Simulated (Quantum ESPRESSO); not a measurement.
# Energy and gap at +3 % biaxial strain: 2H-TiCl2, 1 layer

How the rows were computed: Quantum ESPRESSO 7.5 driven by ASE, PBE, GBRV ultrasoft, ESM (bc1); atomic heights clamped; cell area 9.304 Å² at zero strain.

| strain (%) | energy (meV a cell) | gap on the mesh (eV) |
| --- | --- | --- |
| −3 | 64.51 | 0.934 |
| −1.5 | 15.16 | 0.936 |
| 0 | 0.00 | 0.937 |
| +1.5 | 14.85 | 0.935 |

One more run was made and is withheld. What are energy and gap at +3 %, and how stiff is the sheet?

**Worked estimate.** About zero, E'' = (15.16 + 14.85 − 2 × 0.00)/1.5² = 13.34 meV per %² and E' = (14.85 − 15.16)/3 = −0.10 meV per %. With E = A K ε², where K = (C11 + C22)/2 + C12 (C11 + C12 for a hexagonal sheet), K = 13.34 × 10/(2 × 9.304) × 16.02 = 115 N/m. The parabola gives E(+3 %) = 0.00 + 3 × (−0.10) + 4.5 × 13.34 = 59.7 meV. Continuing the last slope, the gap is 2 × 0.935 − 0.937 = 0.933 eV.

**The withheld run.** E = 56.5 meV and the gap 0.931 eV. The parabola misses by +3.2 meV, too high, since bonds soften under tension. The gap's line misses by +0.002 eV.

**Limits.** Clamped heights stiffen sheets with several planes. Semilocal gap, no spin-orbit coupling.
